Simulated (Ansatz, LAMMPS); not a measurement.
## Finding the fault: Li+ TFSI- in 1,3-dioxolane at 350 K (197 atoms)

Program: Ansatz 0.2.0. The cell: 2 N, 4 S, 38 O, 49 C, 12 F, 90 H and 2 Li.

File input.yaml:

```yaml
crystal:
  lattice:
    - [13.09602, 0.0, 0.0]
    - [0.0, 13.09602, 0.0]
    - [0.0, 0.0, 13.09602]
  atoms:
    - { symbol: "N", position: [0.5481, 0.16402, 0.79613] }
    - { symbol: S, position: [0.59746, 0.05383, 0.81609] }
    - { symbol: O, position: [0.59122, 0.97559, 0.73728] }
    - { symbol: O, position: [0.69905, 0.06125, 0.8616] }
    - { symbol: C, position: [0.5179, 0.99829, 0.91604] }
    - { symbol: F, position: [0.54466, 0.02762, 0.00936] }
    - { symbol: F, position: [0.51628, 0.8952, 0.91512] }
    - { symbol: F, position: [0.41889, 0.02598, 0.89919] }
    - { symbol: S, position: [0.60846, 0.22563, 0.71246] }
    - { symbol: O, position: [0.57612, 0.33058, 0.6892] }
    - { symbol: O, position: [0.71869, 0.21646, 0.72008] }
    - { symbol: C, position: [0.56472, 0.15271, 0.60083] }
    - { symbol: F, position: [0.46846, 0.12188, 0.60087] }
    - { symbol: F, position: [0.62342, 0.07332, 0.57556] }
    - { symbol: F, position: [0.56659, 0.20672, 0.5122] }
    - { symbol: "N", position: [0.17913, 0.79659, 0.27358] }
    - { symbol: S, position: [0.14901, 0.72659, 0.3656] }
    - { symbol: O, position: [0.07302, 0.64952, 0.34241] }
    [... 173 atom lines left out ...]
    - { symbol: H, position: [0.1963, 0.0516, 0.40256] }
    - { symbol: H, position: [0.29982, 0.06695, 0.48822] }
    - { symbol: H, position: [0.44195, 0.02239, 0.2517] }
    - { symbol: H, position: [0.4921, 0.98917, 0.36834] }
    - { symbol: Li, position: [0.82988, 0.12777, 0.82852] }
    - { symbol: Li, position: [0.35179, 0.58584, 0.39156] }
kpoints:
  mp_grid: { grid: [1, 1, 1] }
hamiltonian:
  xc: r2scan
  dispersion: d4
scf:
  occupations: { method: gaussian, width: 0.025 }
  max_iter: 50
output:
  forces: true
magnetization:
  spin_polarized: 2.5
```

Command:

```console
$ ansatz run input.yaml --threads 4 --pin off --max-ram 8192MiB --backend cpu --events-out ev --progress --plain --runs-dir out
```

What it wrote:

```text
Error: YAML parse error: error: line 215 column 19: invalid boolean (strict mode expects true/false)
   --> <input>:215:19
    |
213 |   forces: true
214 | magnetization:
215 |   spin_polarized: 2.5
    |                   ^ invalid boolean (strict mode expects true/false)
```

Run time: 0.02 s. Hardware: 4 threads of AMD EPYC 9R45, shared host; peak memory 0.031 GiB; 0.02 s of CPU time.

What is at fault here, and what would mend it?

A value that the key doesn't take: magnetization.spin_polarized = 2.5.

The fix is to take out magnetization.spin_polarized.

The program refused it before any cycle.

[Logs are printed without paths, hosts, clocks, repeated set-up lines and the standing remarks that a program may print on its own settings, such as how far it seeks lower states.]

[Hosts, paths, dates, database ids (printed as entryN), source tags and the programs' standing remarks are cut or masked in the printed files.]
